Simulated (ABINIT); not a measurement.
Computed results, one entry a study.

```
Quasiparticle gap of LaAlH6 (R-3m) in ABINIT
1.0
     3.25800    1.88101    2.09713
    -3.25800    1.88101    2.09713
     0.00000   -3.76201    2.09713
La Al H
1 1 6
Direct
  0.50000 0.50000 0.50000
  0.00000 0.00000 0.00000
  0.93995 0.29182 0.29182
  0.29182 0.93995 0.29182
  0.29182 0.29182 0.93995
  0.06005 0.70818 0.70818
  0.70818 0.06005 0.70818
  0.70818 0.70818 0.06005
# method: RPA screening on PBEsol, plane waves, norm-conserving pseudopotentials (and 2 further levels or steps)
# program: ABINIT 10.8.3
# settings: cutoff 50 Ha, PseudoDojo scalar-relativistic 0.4.1 standard, norm-conserving, ngkpt (2, 2, 2), nband 61, ecuteps 3.9 Ha, inclvkb 2, shiftk (0, 0, 0), symchi 1, awtr 1, frequency ppm, 2×2×2 k-mesh
# cost: 4 runs, 3.2 min in all on 4 MPI ranks of Intel Xeon Platinum 8223CL at 3.00GHz (Skylake/Cascade Lake), shared host
# notes: The cell and positions are those that the Materials Project relaxed with its own functionals (PBE, PBE+U or r2SCAN), kept fixed. Limits: no spin-orbit coupling. The 2×2×2 mesh is coarse for this cell, which bears on the long-range parts of exchange and screening.
# PBEsol gap: 2.30 eV, indirect
# G0W0 gap on the mesh: 3.30 eV
# GW settings: 2×2×2 mesh, 61 bands, screening to 106.1 eV, Godby-Needs plasmon pole
# known limits: short of the basis limit; no spin-orbit coupling; coarse k mesh
```

[Long decimals in the printed logs are rounded to 6 places.]

[Logs are printed without paths, hosts, clocks, repeated set-up lines and the standing remarks that a program may print on its own settings, such as how far it seeks lower states.]

[Paths, hosts, dates, memory and timing lines, banners, echoed tables and standing remarks are left out of the program output; an Ansatz launch command may be rebuilt from the run's recorded settings. Measured values are a selection of at most five: reports struck by readers or far from the other reports are left out. None is set beside runs whose start may be inverted or whose files or cutoffs have a known fault.]

[Runs of the session that timed out or met a known fault of the program may be left out.]

[Hosts, paths, dates, database ids (printed as entryN), source tags and the programs' standing remarks are cut or masked in the printed files.]

[G0W0 gaps are taken among the corrected bands and points alone; a level outside them can change the order at an edge.]

[Where Ansatz stands beside ABINIT at settings called matched, ABINIT's density can come from a denser mesh and the files from another edition; pairs whose starting gaps differed by over 0.03 eV were left out, so agreement reads better than it is.]
